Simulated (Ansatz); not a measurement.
**CdF2 (Fm-3m): the PBE gap against the wavefunction cutoff**

Aim: see how gap, energy and time of CdF2 (Fm-3m) follow the wavefunction cutoff.

Program: Ansatz 0.2.0. Level of theory: DFT, PBE, plane waves, PAW; PAW set soft_1. Results are calculated unless marked as measured.

### 1. Set-up

It takes space group Fm-3m (No. 225, cubic). The conventional cell has a = 5.388 Å, b = 5.388 Å, c = 5.388 Å, α = 90.00°, β = 90.00°, γ = 90.00°. Nearest to Cd lie 8 F at 2.33 Å. Nearest to F lie 4 Cd at 2.33 Å. Farther neighbours and most contacts between anions are not listed.

The cell and positions come from the Crystallography Open Database and are kept as given unless a step says otherwise.

### 2. Wavefunction cutoff: 190 eV

Input file input.yaml:

```yaml
crystal:
  lattice:
    - [0.0, 2.694, 2.694]
    - [2.694, 0.0, 2.694]
    - [2.694, 2.694, 0.0]
  atoms:
    - { symbol: Cd, position: [0.0, 0.0, 0.0] }
    - { symbol: F, position: [0.25, 0.25, 0.25] }
    - { symbol: F, position: [0.75, 0.75, 0.75] }
kpoints:
  mp_grid: { grid: [8, 8, 8] }
  band_path:
    path:
      - [0.0, 0.0, 0.0]
      - [0.5, 0.0, 0.5]
      - [0.625, 0.25, 0.625]
      - [0.375, 0.375, 0.75]
      - [0.5, 0.5, 0.5]
      - [0.5, 0.25, 0.75]
    npoints: 1
hamiltonian:
  xc: pbe
  pseudopotentials: { kind: paw, azcp: { folder: soft_1 } }
scf:
  occupations: { method: fermi_dirac, width: 0.02 }
  n_extra_bands: 5
  max_iter: 80
output:
  eigenvalues: true
  forces: true
  stress: true
basis:
  ecutwfc: 190.0
```

Launch:

```console
ansatz run input.yaml --threads 24 --pin off --max-ram 82944MiB --backend cuda --events-out ev --progress --plain --runs-dir out --devices 1 --max-vram 78GiB
```

Numbers of over 12 decimals in the logs are rounded to 6 here.

The log of the run:

```text
Warning: basis.ecutwfc = 190 eV is below the records' recommended 420 eV, and the density's cutoff is lower with it unless basis.ecutrho_ratio is high enough to keep the records' density cutoff: compare with a run at a higher cutoff
scf.n_extra_bands = 5 over 17 filled bands (N_el = 34.0): the run solves 22 bands
GPUs: using 1 of 1 available (devices: 1).
Engine: ansatz 0.2.0, aarch64-unknown-linux-gnu
Pseudopotentials: kind: paw
Pseudopotential: Cd, paw, valence charge 20, recommended cutoff 420 eV (normal), soft_1/Cd.paw.azcp
Pseudopotential: F, paw, valence charge 7, recommended cutoff 420 eV (normal), soft_1/F.paw.azcp
Functional definition: PBE
  parameter kappa = 0.804
  parameter beta = 0.066725
  exchange = pbe_x(kappa = kappa, mu = beta*pi^2/3)
  correlation = pbe_c(beta = beta)
device memory: the entry about to start is reckoned to put 0.7 GiB on a device that reports 161.3 GiB free (of which the cap on the GPU budget leaves the run 78.0 GiB)
GPU FFT provider: cuFFT
GPU libraries: cuBLAS 13.8.1, cuFFT 12.4.0, cuSOLVER 12.3.2
GPU matrix products: emulated (plane waves: as basis.precision tells), large ones in fixed point in workspaces of 1.00 GiB
Crystal: 3 atoms, lattice volume = 39.104 Å³
Basis set: ecut = 190 eV, 259 PW (Γ), exchange–correlation on 36×36×36 points (8 copies of the dense FFT grid, shifted against one another)
Bands: 22, of which v1, the nominal top of the filled ones, is band 17 counted from 1 (16 counted from 0)
Symmetry: 48 space group operations
Space group: Fm-3m (ITA 225), of the structure as read, at distance tolerance 3.4e-5 Å
k-points: 29 of 512
Non-local potential: Cd, projectors of the file, l = 0: 3, l = 1: 2, l = 2: 2, l = 3: 1
Non-local potential: F, projectors of the file, l = 0: 2, l = 1: 2, l = 2: 1
PAW form: soft (Blöchl's): semilocal exchange-correlation on the pseudo side does not see the compensation charge
PAW one-centre angular grid: Cd, 590 points (default); XC on 64 Gauss nodes
PAW one-centre angular grid: F, 110 points (default); XC on 64 Gauss nodes
Initial density: superposition of atomic densities (chi_scale 0.1, normalization cell, long waves kept (reshape's long-wave potential 0.00 eV rms))
Initial wavefunctions: pseudopotential atomic-orbital guess
GPU buffer pool allocated for 5832 grid points (all kernels)
GPU transforms: local potential and band sums: pruned to the plane-wave sphere, on 18×18×18
Functional: x = pbe(κ = 0.804, μ = 0.219515), c = pbe(β = 0.066725)
SCF iter   1: F=—  HF=-9849.383475 eV  |F-HF|=—  |Δ(HF+E_count)|=         —  Δρ=3.52e-1  dr2=2.69e1  ethr=3.10e-3  ⟨swp⟩=4.0  Hψ=2475  notcnv=0
preconditioner: auto → none  [insulator: Δε(μ)=0.233 eV  Ē_g=18.145 eV  σ=0.020 eV  W_gap=0.83  n_scr=14 (ndim 8)  ℏωp=30.3 eV  f_vac=0.095  D(μ)=0.16/eV (n_scr^D=0)  ε∞_Penn≈3.8]
SCF iter   2: F=—  HF=-9842.290918 eV  |F-HF|=—  |Δ(HF+E_count)|=    7.09e0  Δρ=1.28e-1  dr2=5.21e0  ethr=3.10e-3  ⟨swp⟩=3.0  Hψ=1712  notcnv=0
SCF iter   3: F=—  HF=-9840.750683 eV  |F-HF|=—  |Δ(HF+E_count)|=    1.54e0  Δρ=5.17e-2  dr2=4.01e-1  ethr=3.10e-3  ⟨swp⟩=2.0  Hψ=1363  notcnv=0  defer=29
SCF iter   4: F=—  HF=-9840.692956 eV  |F-HF|=—  |Δ(HF+E_count)|=   5.77e-2  Δρ=1.43e-2  dr2=7.44e-2  ethr=1.18e-3  ⟨swp⟩=2.0  Hψ=986  notcnv=0  defer=29
SCF iter   5: F=—  HF=-9840.671329 eV  |F-HF|=—  |Δ(HF+E_count)|=   2.16e-2  Δρ=3.53e-3  dr2=5.42e-3  ethr=2.19e-4  ⟨swp⟩=2.0  Hψ=859  notcnv=0  defer=29
SCF iter   6: F=—  HF=-9840.669612 eV  |F-HF|=—  |Δ(HF+E_count)|=   1.72e-3  Δρ=9.15e-4  dr2=3.85e-4  ethr=1.59e-5  ⟨swp⟩=2.0  Hψ=966  notcnv=0  defer=29
SCF iter   7: F=—  HF=-9840.669632 eV  |F-HF|=—  |Δ(HF+E_count)|=   2.02e-5  Δρ=3.37e-5  dr2=5.66e-7  ethr=1.13e-6  ⟨swp⟩=2.0  Hψ=804  notcnv=0  defer=29
SCF iter   8: F=—  HF=-9840.667800 eV  |F-HF|=—  |Δ(HF+E_count)|=   1.83e-3  Δρ=1.52e-4  dr2=3.90e-6  ethr=2.94e-10  ⟨swp⟩=9.0  Hψ=3330  notcnv=0
SCF iter   9: F=—  HF=-9840.667800 eV  |F-HF|=—  |Δ(HF+E_count)|=   5.64e-7  Δρ=9.62e-5  dr2=1.51e-6  ethr=1.66e-9  ⟨swp⟩=2.2  Hψ=957  notcnv=0
SCF iter  10: F=-9840.667799 eV  HF=-9840.667799 eV  |F-HF|=3.26e-9  |Δ(HF+E_count)|=   3.08e-7  Δρ=4.55e-6  dr2=4.22e-9  ethr=2.94e-10  ⟨swp⟩=3.0  Hψ=2424  notcnv=0
SCF 1 converged in 10 iterations: F = -9840.667799 eV  dr2 = 4.22e-9
[...]
device memory: the entry about to start is reckoned to put 1.2 GiB on a device that reports 181.7 GiB free (of which the cap on the GPU budget leaves the run 78.0 GiB)
NSCF: frozen V_eff on 6 k-points
SCF converged after 10 iterations
Free energy (F): -9840.667799 eV
Harris-Foulkes:  -9840.667799 eV  (|F-HF|=3.26e-9)
Internal energy: -9840.667799 eV  (E = F + TS)
E sigma→0 (E₀):  -9840.667799 eV
Fermi energy:    8.035470 eV
--- Per-component energies (eV) ---
  E_band       = -527.431472
  E_kinetic    = 924.086188
  E_local      = -4186.813762  (includes V_loc(G=0)·N_el)
  E_nonlocal   = 223.275384
  E_hartree    = 1811.967314
  E_xc         = -331.409846
  E_vxc        = -420.613943  (∫ρ·V_xc dr)
  E_paw        = -4487.940511  (= ΣΔE_a)
  E_vpaw       = -691.324816  (= ΣTr[D̂ρ^β])
  E_aug_tail   = 0.024066  (compensation charges beyond the density's cutoff)
  E_ewald      = -3793.856633
  E_smearing   = -0.000000  (= −TS)
  E_closure    = -0.000000  (closes the sum)
  Σ components = -9840.667799   (vs F -9840.667799, Δ=0.00e0)
--- Forces (eV/Å), atoms counted from 1 ---
  atom   1  Cd     0.00000000     0.00000000     0.00000000
  atom   2  F      0.00000000    -0.00000000     0.00000000
  atom   3  F      0.00000000     0.00000000    -0.00000000
  max |Σ_I F_I| component: 3.47e-18 eV/Å
--- Stress (GPa, compression-positive) ---
       -2.183916       0.000000       0.000000
        0.000000      -2.183916      -0.000000
        0.000000      -0.000000      -2.183916
  P = ⅓ Tr σ = -2.1839 GPa (-21.839 kbar)
--- Band table (eV; the first three rows and the last of 29) ---
  k-point 0: bands = [... 13 lower, 4.3223, 5.1041, 5.1041, 5.1041, 9.2736, 19.3725, 19.3725, 19.3725, ... 1 higher]
  k-point 1: bands = [... 13 lower, 5.0737, 5.3937, 5.3937, 5.4990, 9.8952, 18.7428, 19.7177, 19.7177, ... 1 higher]
  k-point 2: bands = [... 13 lower, 4.7721, 4.9785, 5.4236, 5.4236, 11.1669, 17.4246, 20.5511, 20.5511, ... 1 higher]
  k-point 28: bands = [... 13 lower, 4.6170, 4.6170, 6.4647, 6.7615, 14.3418, 17.9213, 18.3446, 18.3446, ... 1 higher]
```

Elapsed: 1.1 s, on 1 × NVIDIA GB200 (shared by 2 runs) with 24 threads of Arm Neoverse V2, shared host; peak memory 1 GiB.

The column dr2 measures how far the density is from self-consistency, as an energy; F and HF (Harris–Foulkes) agree once it is small.

This step gave:

```
pressure             : -2.184 GPa
gap                  : 2.512 eV
valence top at       : W
conduction bottom at : Γ
least direct gap     : 4.169 eV
```

The gap is indirect, with the least direct gap 1.66 eV higher.

### 3. Wavefunction cutoff: 290 eV

Edit input.yaml of step 2 so:

```diff
@@ -24,3 +24,3 @@
 scf:
-  occupations: { method: fermi_dirac, width: 0.02 }
+  occupations: { method: fixed }
   n_extra_bands: 5
@@ -32,2 +32,2 @@
 basis:
-  ecutwfc: 190.0
+  ecutwfc: 290.0
```

The log of the run:

```text
[...]
GPUs: using 1 of 1 available (devices: 1).
[...]
GPU FFT provider: cuFFT
GPU libraries: cuBLAS 13.8.1, cuFFT 12.4.0, cuSOLVER 12.3.2
[...]
Crystal: 3 atoms, lattice volume = 39.104 Å³
Basis set: ecut = 290 eV, 411 PW (Γ), exchange–correlation on 48×48×48 points (8 copies of the dense FFT grid, shifted against one another)
[...]
k-point 0: bands = [... 13 lower, 5.4970, 5.9293, 5.9293, 5.9293, 9.4947, 19.1554, 19.1554, 19.1554, ... 1 higher]
  k-point 1: bands = [... 13 lower, 5.3336, 5.7913, 5.9410, 5.9410, 10.0697, 18.4319, 19.3818, 19.3818, ... 1 higher]
  k-point 2: bands = [... 13 lower, 5.0529, 5.2594, 5.9553, 5.9553, 11.3683, 17.2321, 19.9718, 19.9718, ... 1 higher]
  k-point 28: bands = [... 13 lower, 4.8750, 4.8750, 5.7895, 6.3874, 14.4846, 17.9000, 18.1021, 18.1021, ... 1 higher]
[key lines of the parts left out:]
SCF converged after 8 iterations
Free energy (F): -9870.911519 eV
Fermi energy:    6.387417 eV
P = ⅓ Tr σ = 4.7047 GPa (47.047 kbar)
```

Wall time 1 s (1 × NVIDIA GB200 (shared by 2 runs) with 24 threads); peak memory 1.1 GiB.

Numbers from this step:

- pressure: 4.705 GPa
- gap: 3.107 eV
- valence top at: W
- conduction bottom at: Γ
- least direct gap: 3.565 eV

The gap is 3.107 eV, +0.595 eV from the run before at this level.

### 4. Wavefunction cutoff: 420 eV (the default)

input.yaml, the sections that differ from step 3:

```yaml
kpoints:
  mp_grid: { grid: [8, 8, 8] }
  band_path:
    path:
      - [[0.0, 0.0, 0.0], [0.5, 0.0, 0.5], [0.625, 0.25, 0.625]]
      - [[0.375, 0.375, 0.75], [0.0, 0.0, 0.0], [0.5, 0.5, 0.5], [0.5, 0.25, 0.75], [0.5, 0.0, 0.5]]
    npoints: 10
scf:
  occupations: { method: fermi_dirac, width: 0.02 }
  n_extra_bands: 5
# crystal, hamiltonian, output: as in step 3
# basis: removed
```

The log of the run:

```text
[...]
GPUs: using 1 of 1 available (devices: 1).
[...]
GPU FFT provider: cuFFT
GPU libraries: cuBLAS 13.8.1, cuFFT 12.4.0, cuSOLVER 12.3.2
[...]
Crystal: 3 atoms, lattice volume = 39.104 Å³
Basis set: ecut = 420 eV, 749 PW (Γ), exchange–correlation on 54×54×54 points (8 copies of the dense FFT grid, shifted against one another)
[...]
k-point 0: bands = [... 13 lower, 5.4533, 5.9337, 5.9337, 5.9337, 9.5294, 19.1348, 19.1348, 19.1348, ... 1 higher]
  k-point 1: bands = [... 13 lower, 5.3492, 5.8263, 5.9444, 5.9444, 10.1068, 18.4233, 19.3653, 19.3653, ... 1 higher]
  k-point 2: bands = [... 13 lower, 5.0680, 5.3082, 5.9799, 5.9799, 11.4060, 17.2495, 19.9611, 19.9611, ... 1 higher]
  k-point 28: bands = [... 13 lower, 4.9044, 4.9044, 5.8279, 6.4306, 14.5251, 17.9399, 18.1333, 18.1333, ... 1 higher]
[key lines of the parts left out:]
SCF converged after 8 iterations
Free energy (F): -9872.213669 eV
Fermi energy:    8.001262 eV
P = ⅓ Tr σ = 5.4681 GPa (54.681 kbar)
```

Wall time 1.2 s (1 × NVIDIA GB200 (shared by 2 runs) with 24 threads); peak memory 1 GiB; 2.2 s of CPU time.

Numbers from this step:

| Property | Result |
| --- | --- |
| pressure | 5.468 GPa |
| gap | 3.099 eV |
| valence top at | W |
| conduction bottom at | Γ |
| least direct gap | 3.596 eV |

The gap is 3.099 eV, −0.008 eV from the run before at this level.

### 5. Wavefunction cutoff: 630 eV

input.yaml, the sections that differ from step 4:

```yaml
kpoints:
  mp_grid: { grid: [8, 8, 8] }
  band_path:
    path:
      - [0.0, 0.0, 0.0]
      - [0.5, 0.0, 0.5]
      - [0.625, 0.25, 0.625]
      - [0.375, 0.375, 0.75]
      - [0.5, 0.5, 0.5]
      - [0.5, 0.25, 0.75]
    npoints: 1
scf:
  occupations: { method: fixed }
  n_extra_bands: 5
  max_iter: 80
basis:
  ecutwfc: 630.0
# crystal, hamiltonian, output: as in step 4
```

The log of the run:

```text
[...]
GPUs: using 1 of 1 available (devices: 1).
[...]
GPU FFT provider: cuFFT
GPU libraries: cuBLAS 13.8.1, cuFFT 12.4.0, cuSOLVER 12.3.2
[...]
Crystal: 3 atoms, lattice volume = 39.104 Å³
Basis set: ecut = 630 eV, 1411 PW (Γ), exchange–correlation on 64×64×64 points (8 copies of the dense FFT grid, shifted against one another)
[...]
k-point 0: bands = [... 13 lower, 5.4531, 5.9313, 5.9313, 5.9313, 9.5291, 19.1346, 19.1346, 19.1346, ... 1 higher]
  k-point 1: bands = [... 13 lower, 5.3488, 5.8247, 5.9424, 5.9424, 10.1065, 18.4231, 19.3651, 19.3651, ... 1 higher]
  k-point 2: bands = [... 13 lower, 5.0675, 5.3069, 5.9782, 5.9782, 11.4057, 17.2492, 19.9610, 19.9610, ... 1 higher]
  k-point 28: bands = [... 13 lower, 4.9033, 4.9033, 5.8278, 6.4297, 14.5252, 17.9388, 18.1323, 18.1323, ... 1 higher]
[key lines of the parts left out:]
SCF converged after 8 iterations
Free energy (F): -9872.224059 eV
Fermi energy:    6.429701 eV
P = ⅓ Tr σ = 5.4463 GPa (54.463 kbar)
```

Wall time 1.1 s (1 × NVIDIA GB200 (shared by 2 runs) with 24 threads); peak memory 1 GiB.

This step gave:

| Quantity | Value |
| --- | --- |
| pressure | 5.446 GPa |
| gap | 3.099 eV |
| valence top at | W |
| conduction bottom at | Γ |
| least direct gap | 3.598 eV |

The gap is 3.099 eV, +0.001 eV from the run before at this level.

### 6. The series

Differences are against the last row; a negative gap means that bands overlap, and a run with a band path holds that path's time. Times are wall times on 1 × NVIDIA GB200 (shared by 2 runs) with 24 threads of Arm Neoverse V2, shared host, good to a factor of about two.

```tsv
wavefunction cutoff	gap (eV)	direct gap (eV)	gap error (eV)	energy error (meV/atom)	irreducible k	time
190 eV	2.512	4.169	−0.587	+10518.8	29	1.1 s
290 eV	3.107	3.565	+0.008	+437.5	29	1 s
420 eV	3.099	3.596	−0.001	+3.5	29	1.2 s
630 eV	3.099	3.598	+0.000	+0.0	29	1.1 s
```

### 7. Results

| Property | Result |
| --- | --- |
| 190 eV | 2.512 eV |
| 290 eV | 3.107 eV |
| 420 eV | 3.099 eV |
| 630 eV | 3.099 eV |

The gap holds to 0.02 eV from 290 eV on. At 190 eV the gap is off by −0.587 eV and the energy by +10519 meV/atom.

[Paths, hosts, dates, memory and timing lines, banners, echoed tables and standing remarks are left out of the program output.]

[Logs are printed without paths, hosts, clocks, repeated set-up lines and the standing remarks that a program may print on its own settings, such as how far it seeks lower states.]

[Runs of the session that timed out or met a known fault of the program may be left out.]

[Cells called generated may have been cut or substituted from an entry of the Crystallography Open Database or the Materials Project.]

[Hosts, paths, dates, database ids (printed as entryN), source tags and the programs' standing remarks are cut or masked in the printed files.]
